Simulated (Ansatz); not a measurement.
## Work function of Mg(0001): what the settings cost and change

Aim: the work function of Mg(0001) across levels of theory at one geometry.

Calculated with Ansatz 0.2.0; plane-wave DFT, PBE, Ansatz PAW, in the first sound run; inputs show where later runs differ.

### 1. The starting structure

The cell holds 7 atoms: 7 Mg. Its edges and angles: a = 3.210 Å, b = 3.210 Å, c = 33.639 Å, α = 90.0°, β = 90.0°, γ = 60.0°. Vacuum lies along c.

### 2. Run, setting PBE, Ansatz PAW (420 eV)

A work function rests on the faint tail of the density, so the SCF threshold is tight. PBE on the default files comes first; the next runs keep the geometry and change functional or files, each at the cutoff that its files recommend; a relaxation and, for heavy metals, spin-orbit coupling close the ladder.

Contents of input.yaml:

```yaml
crystal:
  lattice:
    - [3.21, 0.0, 0.0]
    - [1.605, 2.7799415461, 0.0]
    - [0.0, 0.0, 33.63912]
  atoms:
    - { symbol: Mg, position: [0.0, 0.0, 0.2675456433] }
    - { symbol: Mg, position: [0.6666666667, 0.6666666667, 0.3450304289] }
    - { symbol: Mg, position: [0.0, 0.0, 0.4225152144] }
    - { symbol: Mg, position: [0.6666666667, 0.6666666667, 0.5] }
    - { symbol: Mg, position: [0.0, 0.0, 0.5774847856] }
    - { symbol: Mg, position: [0.6666666667, 0.6666666667, 0.6549695711] }
    - { symbol: Mg, position: [0.0, 0.0, 0.7324543567] }
kpoints:
  mp_grid: { grid: [15, 15, 1] }
hamiltonian:
  xc: pbe
scf:
  occupations: { method: fermi_dirac, width: 0.1 }
  convergence: { dr2_threshold: 1.0e-09 }
efield:
  axis: 3
  dipole_correction: true
  ramp_position: 0.97
  ramp_width: 0.06
output:
  write_potential: true
  write_density: true
  volumetric_format: npy
  elf: true
```

Launch:

```bash
$ ansatz run input.yaml --threads 2 --pin off --max-ram 3072MiB --backend cpu --events-out ev --progress --plain --runs-dir out
```

Numbers of over 12 decimals in the logs are rounded to 6 here.

What it wrote:

```text
Engine: ansatz 0.2.0, aarch64-unknown-linux-gnu
Pseudopotentials: kind: paw
Pseudopotential: Mg, paw, valence charge 10, recommended cutoff 420 eV (normal), Mg.paw.azcp
Functional definition: PBE
  parameter kappa = 0.804
  parameter beta = 0.066725
  exchange = pbe_x(kappa = kappa, mu = beta*pi^2/3)
  correlation = pbe_c(beta = beta)
Crystal: 7 atoms, lattice volume = 300.182 Å³
Basis set: ecut = 420 eV, 5969 PW (Γ)
Bands: 42, of which v1, the nominal top of the filled ones, is band 35 counted from 1 (34 counted from 0)
Symmetry: 6 space group operations
k-points: 27 of 225 (time reversal used)
Non-local potential: Mg, projectors of the file, l = 0: 3, l = 1: 2, l = 2: 1
PAW form: soft (Blöchl's): semilocal exchange-correlation on the pseudo side does not see the compensation charge
PAW one-centre angular grid: Mg, 110 points (default); XC on 64 Gauss nodes
Initial density: superposition of atomic densities (neutral atoms: chi_scale 0, normalization atom), corrected by the library's trained network
Initial wavefunctions: pseudopotential atomic-orbital guess
Functional: x = pbe(κ = 0.804, μ = 0.219515), c = pbe(β = 0.066725)
SCF iter   1: F=—  HF=-13466.058059 eV  |F-HF|=—  |Δ(HF+E_count)|=         —  Δρ=8.28e-4  dr2=4.66e-2  ethr=1.77e-3  p=-0.000 e·Å  D=-8.73e-15 V/Å  ΔV_dip=0.00 eV  dr2_dipole=1.58e-7  V_vac-E_F(+/−)=3.73/3.73 eV  ⟨swp⟩=12.8  Hψ=6050  notcnv=0
efield: sawtooth ramp at fractional position 0.9700 (set: `efield.ramp_position`, or a place that a band, a saddle search or an elastic batch's reference lends), width 0.0600; the density the first Hamiltonian is built on has a dipole p = -0.000 e·Å; the dipole correction subtracts the counter field D = -8.73e-15 V/Å, which shifts the + side's vacuum level by +0.00 eV against the − side's; the planar-averaged density in the ramp window peaks in size at 2.0e-5 e/Å³
preconditioner: auto → LDOS  [metal: Δε(μ)=0.053 eV  Ē_g=4.751 eV  σ=0.100 eV  W_gap=0.13  n_scr=22 (ndim 8)  ℏωp=8.0 eV  f_vac=0.413  D(μ)=3.00/eV (n_scr^D=14)  β→1.0]
SCF iter   2: F=—  HF=-13466.058079 eV  |F-HF|=—  |Δ(HF+E_count)|=   1.97e-5  Δρ=2.73e-4  dr2=2.01e-3  ethr=6.65e-5  p=0.000 e·Å  D=2.04e-5 V/Å  ΔV_dip=-0.00 eV  dr2_dipole=1.44e-7  V_vac-E_F(+/−)=3.74/3.74 eV  ⟨swp⟩=1.9  Hψ=1501  notcnv=0  defer=1
SCF iter   3: F=—  HF=-13466.057962 eV  |F-HF|=—  |Δ(HF+E_count)|=   1.16e-4  Δρ=1.19e-4  dr2=1.36e-4  ethr=2.87e-6  p=-0.000 e·Å  D=-7.61e-6 V/Å  ΔV_dip=0.00 eV  dr2_dipole=5.71e-9  V_vac-E_F(+/−)=3.69/3.69 eV  ⟨swp⟩=2.0  Hψ=1351  notcnv=0  defer=1
SCF iter   4: F=—  HF=-13466.057948 eV  |F-HF|=—  |Δ(HF+E_count)|=   1.41e-5  Δρ=2.06e-5  dr2=8.40e-6  ethr=1.95e-7  p=-0.000 e·Å  D=-7.65e-7 V/Å  ΔV_dip=0.00 eV  dr2_dipole=2.16e-11  V_vac-E_F(+/−)=3.69/3.69 eV  ⟨swp⟩=2.1  Hψ=1829  notcnv=0  defer=1
SCF iter   5: F=—  HF=-13466.057948 eV  |F-HF|=—  |Δ(HF+E_count)|=   5.28e-7  Δρ=6.63e-6  dr2=1.75e-6  ethr=1.20e-8  p=0.000 e·Å  D=4.51e-7 V/Å  ΔV_dip=-0.00 eV  dr2_dipole=8.45e-11  V_vac-E_F(+/−)=3.69/3.69 eV  ⟨swp⟩=2.0  Hψ=1245  notcnv=0  defer=1
SCF iter   6: F=—  HF=-13466.057890 eV  |F-HF|=—  |Δ(HF+E_count)|=   5.75e-5  Δρ=1.55e-6  dr2=6.84e-8  ethr=2.50e-9  p=0.000 e·Å  D=3.67e-8 V/Å  ΔV_dip=-0.00 eV  dr2_dipole=1.44e-12  V_vac-E_F(+/−)=3.69/3.69 eV  ⟨swp⟩=1.6  Hψ=1163  notcnv=0  defer=1
SCF iter   7: F=-13466.057890 eV  HF=-13466.057890 eV  |F-HF|=1.76e-10  |Δ(HF+E_count)|=   3.28e-9  Δρ=3.20e-7  dr2=6.99e-10  ethr=1.43e-12  p=-0.000 e·Å  D=-8.76e-9 V/Å  ΔV_dip=0.00 eV  dr2_dipole=2.50e-13  V_vac-E_F(+/−)=3.69/3.69 eV  ⟨swp⟩=6.2  Hψ=3549  notcnv=0
SCF 1 converged in 7 iterations: F = -13466.057890 eV  dr2 = 6.99e-10
  greatest PAW one-centre occupation: 1.000 electrons in one spin orbital (limit 2), on the Mg atom at site 5 (counted from 0), in its partial waves of l = 0
WARN: The output density's exchange-correlation potential varies sharply where the density is thin. Do not read a vacuum level from v_tot or v_xc, or from such a field of the output density. On a cell that repeats whose density bears no net charge and no dipole along the vacuum's axis use v_es (v_loc + v_h of the components); under efield.dipole_correction with no amplitude use v_es + v_field, which holds any externa [...]
SCF converged after 7 iterations
Free energy (F): -13466.057890 eV
Harris-Foulkes:  -13466.057890 eV  (|F-HF|=1.76e-10)
Internal energy: -13465.957800 eV  (E = F + TS)
E sigma→0 (E₀):  -13466.007845 eV
Entropy (-TS):   -0.100091 eV (-14.299 meV/atom)
Fermi energy:    1.360631 eV
Dipole field:    D = -0.000001 V/Å  (p = -0.000001 e·Å, saw-weighted, corrected)
Work function:   Φ+ = 3.6893 eV   Φ− = 3.6893 eV
Levels:          The Fermi level and band energies are counted from a zero that moves with the ramp; work functions are not
--- Per-component energies (eV) ---
  E_band       = -2804.035816
  E_kinetic    = 521.818618
  E_local      = -70828.396110  (includes V_loc(G=0)·N_el)
  E_nonlocal   = 670.109441
  E_hartree    = 33643.061707
  E_xc         = -197.229782
  E_vxc        = -254.347250  (∫ρ·V_xc dr)
  E_paw        = -2048.324712  (= ΣΔE_a)
  E_vpaw       = -199.344166  (= ΣTr[D̂ρ^β])
  E_aug_tail   = -0.000025  (compensation charges beyond the density's cutoff)
  E_efield     = 0.000000  (sawtooth field / dipole correction)
  E_vefield    = 0.000000  (∫n·V_field dr)
  E_ewald      = 24773.003063
  E_smearing   = -0.100091  (= −TS)
  E_closure    = -0.000000  (closes the sum)
  Σ components = -13466.057890   (vs F -13466.057890, Δ=0.00e0)
--- Band table (eV; the first three rows and the last of 27) ---
  k-point 0: bands = [... 31 lower, -3.9612, -3.1147, -2.0971, -0.9034, 0.1302, 1.6262, 2.9675, 4.0894, ... 3 higher]
  k-point 1: bands = [... 31 lower, -3.8754, -3.0295, -2.0126, -0.8192, 0.2105, 1.7074, 3.0482, 4.1711, ... 3 higher]
  k-point 2: bands = [... 31 lower, -3.6186, -2.7745, -1.7597, -0.5672, 0.4514, 1.9498, 3.2879, 4.4140, ... 3 higher]
  k-point 26: bands = [... 31 lower, 1.0965, 1.1332, 1.1589, 1.3928, 1.5625, 1.6545, 1.8183, 2.1765, ... 3 higher]
```

Wall time 44 s (2 threads of Arm Neoverse N1, shared host); peak memory 0.64 GiB; 66 s of CPU time.

Reading the cycles: dr2 is the Hartree energy of the density residual (eV), the measure of convergence; HF is the Harris–Foulkes estimate of the energy, which meets the free energy F at convergence.

Numbers from this step:

* energy at zero smearing: -13466.0078 eV
* work function, upper face: 3.689 eV

Running mean over 2.60652 Å of the planar mean; the ramp of the sawtooth is left out. The electron's electrostatic potential energy less the Fermi level by z:

```
z (Å)  electron's electrostatic potential energy less the Fermi level (eV)
    4                                                                 3.69
    5                                                                 3.67
    6                                                                 3.55
    7                                                                 2.53
    8                                                                -2.12
    9                                                                -4.04
   10                                                                -4.05
   11                                                                -4.05
   12                                                                -4.04
   13                                                                -4.05
   14                                                                -4.05
   15                                                                -4.06
   16                                                                -4.07
   17                                                                -4.08
   18                                                                -4.07
   19                                                                -4.06
   20                                                                -4.05
   21                                                                -4.04
   22                                                                -4.04
   23                                                                -4.05
   24                                                                -4.07
   25                                                                -3.79
   26                                                               -0.149
   27                                                                 3.12
   28                                                                 3.63
   29                                                                 3.68
   30                                                                 3.69
```

Electrostatic potential energy in the ca plane at fractional y = 0.000, with atoms of Mg within 0.2 Å of it. With pseudopotentials it is smooth inside the atoms' cores, unlike the true potential.

Ten even steps from '0' (-64 eV) to '9' (5 eV), each cell a mean:
```
51048999999998720268999999998400589999999999
86678999999999876789999999998766789999999999
98899999889999998999999889999988999999999999
99999999888999999999998889999999999999999999
99999999888999999999998889999999999999999999
88889999999999988899999999999888899999999999
73368999999999852479999999998633689999999999
40027999999998610168999999998300389999999999
```
Columns run along c (16.0 Å, from fractional 0.41 to 0.88 of the cell; values clipped at the 3rd and 97th percentile), rows up along a (3.2 Å). Atoms in or near the plane, at fractional coordinates: Mg at (0.42, 0.00), Mg at (0.58, 0.00), Mg at (0.73, 0.00).

ELF in the ca plane at fractional y = 0.000, with atoms of Mg within 0.2 Å of it. It is the smooth field of the valence electrons, not physical close to the nuclei.

Ten even steps from '0' (0.00) to '9' (0.71), each cell a mean:
```
35541489999873154522789999841455403431000000
12312687666775113214777667762122125531000000
42236764212577532357752124665433477631000000
77777752000367777777630002567789998631000000
65567763101467765677641012566667898631000000
21114776434676311136764346764111256531000000
24531588888874135413788888851245214531000000
44351489999972253522789999841544502431000000
```
Columns run along c (16.0 Å, from fractional 0.41 to 0.88 of the cell), rows up along a (3.2 Å). Atoms in or near the plane, at fractional coordinates: Mg at (0.42, 0.00), Mg at (0.58, 0.00), Mg at (0.73, 0.00).

Valence density in the ca plane at fractional y = 0.000, with atoms of Mg within 0.2 Å of it. It is the smooth field of the valence electrons, not physical close to the nuclei.

Values in e/Å³, 5 rows by 16 columns, each cell a mean:
```
 6  1  0  0  0  3  4  0  0  0  1  6  0  0  0  0
 0  0  0  0  0  0  0  0  0  0  0  0  0  0  0  0
 0  0  0  0  0  0  0  0  0  0  0  0  0  0  0  0
 0  0  0  0  0  0  0  0  0  0  0  0  0  0  0  0
10  2  0  0  0  6  7  0  0  0  2 11  0  0  0  0
```
Columns run along c (16.0 Å, from fractional 0.41 to 0.88 of the cell), rows up along a (3.2 Å). Atoms in or near the plane, at fractional coordinates: Mg at (0.42, 0.00), Mg at (0.58, 0.00), Mg at (0.73, 0.00).

The work function is 3.689 eV.

### 3. Run

This step: plane-wave DFT, LDA, Ansatz PAW (Ansatz 0.2.0).

input.yaml, as its differences from that of step 2:

```diff
@@ -16,3 +16,3 @@
 hamiltonian:
-  xc: pbe
+  xc: lda
 scf:
@@ -29,2 +29 @@
   volumetric_format: npy
-  elf: true
```

What it wrote:

```text
[...]
Crystal: 7 atoms, lattice volume = 300.182 Å³
Basis set: ecut = 420 eV, 5969 PW (Γ)
Bands: 42, of which v1, the nominal top of the filled ones, is band 35 counted from 1 (34 counted from 0)
Symmetry: 6 space group operations
k-points: 27 of 225 (time reversal used)
[...]
k-point 1: bands = [... 31 lower, -4.0273, -3.1837, -2.1704, -0.9875, 0.0774, 1.5375, 2.8682, 4.0076, ... 3 higher]
  k-point 2: bands = [... 31 lower, -3.7709, -2.9291, -1.9178, -0.7355, 0.3175, 1.7800, 3.1084, 4.2499, ... 3 higher]
  k-point 26: bands = [... 31 lower, 0.9294, 0.9909, 1.0103, 1.2389, 1.4375, 1.4868, 1.6710, 2.0484, ... 3 higher]
[key lines of the parts left out:]
SCF converged after 7 iterations
Free energy (F): -13310.474305 eV
Fermi energy:    1.203945 eV
Dipole field:    D = 0.000001 V/Å  (p = 0.000001 e·Å, saw-weighted, corrected)
Work function:   Φ+ = 3.8139 eV   Φ− = 3.8139 eV
```

Elapsed: 43 s, on 2 threads; peak memory 0.62 GiB; 67 s of CPU time.

The work function is 3.814 eV, +0.125 eV from the run “PBE, Ansatz PAW (420 eV)”, at 1.0 times its CPU time.

### 4. Slab

This step: plane-wave DFT, PBEsol, Ansatz PAW (Ansatz 0.2.0).

input.yaml, as its differences from that of step 3:

```diff
@@ -16,3 +16,3 @@
 hamiltonian:
-  xc: lda
+  xc: pbesol
 scf:
```

What it wrote:

```text
[...]
Crystal: 7 atoms, lattice volume = 300.182 Å³
Basis set: ecut = 420 eV, 5969 PW (Γ)
Bands: 42, of which v1, the nominal top of the filled ones, is band 35 counted from 1 (34 counted from 0)
Symmetry: 6 space group operations
k-points: 27 of 225 (time reversal used)
[...]
k-point 1: bands = [... 31 lower, -3.9151, -3.0687, -2.0517, -0.8590, 0.1652, 1.6596, 3.0043, 4.1583, ... 3 higher]
  k-point 2: bands = [... 31 lower, -3.6584, -2.8139, -1.7989, -0.6072, 0.4062, 1.9020, 3.2439, 4.4002, ... 3 higher]
  k-point 26: bands = [... 31 lower, 1.0563, 1.0858, 1.1183, 1.3527, 1.5154, 1.6130, 1.7776, 2.1302, ... 3 higher]
[key lines of the parts left out:]
SCF converged after 9 iterations
Free energy (F): -13383.703766 eV
Fermi energy:    1.318337 eV
Dipole field:    D = 0.000000 V/Å  (p = 0.000000 e·Å, saw-weighted, corrected)
Work function:   Φ+ = 3.7343 eV   Φ− = 3.7343 eV
```

Wall time 43 s (2 threads); peak memory 0.64 GiB.

The work function is 3.734 eV, +0.045 eV from the run “PBE, Ansatz PAW (420 eV)”, at 1.1 times its CPU time.

### 5. Run

This step: plane-wave DFT, RPBE, Ansatz PAW (Ansatz 0.2.0).

input.yaml, as its differences from that of step 4:

```diff
@@ -16,3 +16,3 @@
 hamiltonian:
-  xc: pbesol
+  xc: rpbe
 scf:
```

What it wrote:

```text
[...]
Crystal: 7 atoms, lattice volume = 300.182 Å³
Basis set: ecut = 420 eV, 5969 PW (Γ)
Bands: 42, of which v1, the nominal top of the filled ones, is band 35 counted from 1 (34 counted from 0)
Symmetry: 6 space group operations
k-points: 27 of 225 (time reversal used)
[...]
k-point 1: bands = [... 31 lower, -3.7860, -2.9394, -1.9212, -0.7212, 0.2803, 1.8016, 3.1394, 4.2187, ... 3 higher]
  k-point 2: bands = [... 31 lower, -3.5293, -2.6846, -1.6685, -0.4696, 0.5218, 2.0437, 3.3788, 4.4627, ... 3 higher]
  k-point 26: bands = [... 31 lower, 1.1893, 1.1959, 1.2518, 1.4750, 1.6265, 1.7465, 1.8958, 2.2421, ... 3 higher]
[key lines of the parts left out:]
SCF converged after 8 iterations
Free energy (F): -13485.850199 eV
Fermi energy:    1.446470 eV
Dipole field:    D = -0.000000 V/Å  (p = -0.000000 e·Å, saw-weighted, corrected)
Work function:   Φ+ = 3.6283 eV   Φ− = 3.6283 eV
```

Run time: 40 s. Hardware: 2 threads; peak memory 0.64 GiB.

The work function is 3.628 eV, -0.061 eV from the run “PBE, Ansatz PAW (420 eV)”, at 1.0 times its CPU time.

### 6. Run

This step: plane-wave DFT, r2SCAN, Ansatz PAW (Ansatz 0.2.0).

input.yaml, as its differences from that of step 5:

```diff
@@ -16,3 +16,3 @@
 hamiltonian:
-  xc: rpbe
+  xc: r2scan
 scf:
```

What it wrote:

```text
[...]
Crystal: 7 atoms, lattice volume = 300.182 Å³
Basis set: ecut = 500 eV, 7617 PW (Γ), exchange–correlation on 96×96×1000 points (64 copies of the dense FFT grid, shifted against one another)
Bands: 42, of which v1, the nominal top of the filled ones, is band 35 counted from 1 (34 counted from 0)
Symmetry: 6 space group operations
[...]
k-point 1: bands = [... 31 lower, -4.2464, -3.3408, -2.2504, -0.9523, 0.0202, 1.7221, 3.1772, 4.4181, ... 3 higher]
  k-point 2: bands = [... 31 lower, -3.9727, -3.0692, -1.9814, -0.6846, 0.2807, 1.9792, 3.4294, 4.6692, ... 3 higher]
  k-point 26: bands = [... 31 lower, 0.9670, 1.0812, 1.1443, 1.3544, 1.4333, 1.6640, 1.7888, 2.1007, ... 3 higher]
[key lines of the parts left out:]
SCF converged after 8 iterations
Free energy (F): -13484.193540 eV
Fermi energy:    1.323939 eV
Dipole field:    D = 0.000000 V/Å  (p = 0.000000 e·Å, saw-weighted, corrected)
Work function:   Φ+ = 3.7790 eV   Φ− = 3.7790 eV
```

Elapsed: 1.8 min, on 2 threads; peak memory 1.1 GiB; 2.9 min of CPU time.

The work function is 3.779 eV, +0.090 eV from the run “PBE, Ansatz PAW (420 eV)”, at 2.7 times its CPU time.

### 7. Run

This step: plane-wave DFT, PBE, JTH PAW (Ansatz 0.2.0).

input.yaml, as its differences from that of step 6:

```diff
@@ -16,3 +16,4 @@
 hamiltonian:
-  xc: r2scan
+  xc: pbe
+  pseudopotentials: { kind: paw, source: jth }
 scf:
```

What it wrote:

```text
[...]
k-point 1: bands = [... 31 lower, -3.4968, -2.6518, -1.6359, -0.4430, 0.5880, 2.0846, 3.4258, 4.5485, ... 3 higher]
  k-point 2: bands = [... 31 lower, -3.2401, -2.3970, -1.3831, -0.1909, 0.8289, 2.3271, 3.6657, 4.7915, ... 3 higher]
  k-point 26: bands = [... 31 lower, 1.4743, 1.5112, 1.5362, 1.7707, 1.9406, 2.0320, 2.1960, 2.5545, ... 3 higher]
[key lines of the parts left out:]
SCF converged after 8 iterations
Free energy (F): -13466.257318 eV
Fermi energy:    1.737952 eV
Dipole field:    D = -0.000000 V/Å  (p = -0.000000 e·Å, saw-weighted, corrected)
Work function:   Φ+ = 3.6883 eV   Φ− = 3.6883 eV
```

Wall time 2.1 min (2 threads); peak memory 1.5 GiB.

The work function is 3.688 eV, -0.001 eV from the run “PBE, Ansatz PAW (420 eV)”, at 3.2 times its CPU time.

### 8. Slab

This step: plane-wave DFT, PBE, norm-conserving (Ansatz 0.2.0).

input.yaml, as its differences from that of step 7:

```diff
@@ -17,3 +17,3 @@
   xc: pbe
-  pseudopotentials: { kind: paw, source: jth }
+  pseudopotentials: { kind: nc }
 scf:
```

What it wrote:

```text
[...]
Crystal: 7 atoms, lattice volume = 300.182 Å³
Basis set: ecut = 1142.878222 eV, 26327 PW (Γ)
Bands: 42, of which v1, the nominal top of the filled ones, is band 35 counted from 1 (34 counted from 0)
Symmetry: 6 space group operations
k-points: 27 of 225 (time reversal used)
[...]
k-point 1: bands = [... 31 lower, -3.9047, -3.0589, -2.0419, -0.8483, 0.1822, 1.6796, 3.0213, 4.1443, ... 3 higher]
  k-point 2: bands = [... 31 lower, -3.6479, -2.8039, -1.7890, -0.5962, 0.4232, 1.9221, 3.2611, 4.3873, ... 3 higher]
  k-point 26: bands = [... 31 lower, 1.0678, 1.1055, 1.1304, 1.3644, 1.5351, 1.6262, 1.7903, 2.1494, ... 3 higher]
[key lines of the parts left out:]
SCF converged after 7 iterations
Free energy (F): -11313.248882 eV
Fermi energy:    1.332441 eV
Dipole field:    D = -0.000001 V/Å  (p = -0.000001 e·Å, saw-weighted, corrected)
Work function:   Φ+ = 3.6894 eV   Φ− = 3.6893 eV
```

Wall time 2.8 min (2 threads); peak memory 1.8 GiB.

The work function is 3.689 eV, +0.000 eV from the run “PBE, Ansatz PAW (420 eV)”, at 4.4 times its CPU time.

(Continued in part 2 of 2.)

[Logs are printed without paths, hosts, clocks, repeated set-up lines and the standing remarks that a program may print on its own settings, such as how far it seeks lower states.]

[Hosts, paths, dates, database ids (printed as entryN), source tags and the programs' standing remarks are cut or masked in the printed files.]

[Maps of the electrostatic potential energy from Ansatz leave out the sawtooth potential of an applied field or a dipole correction, so their vacuum need not be flat; planar profiles and work functions include it.]
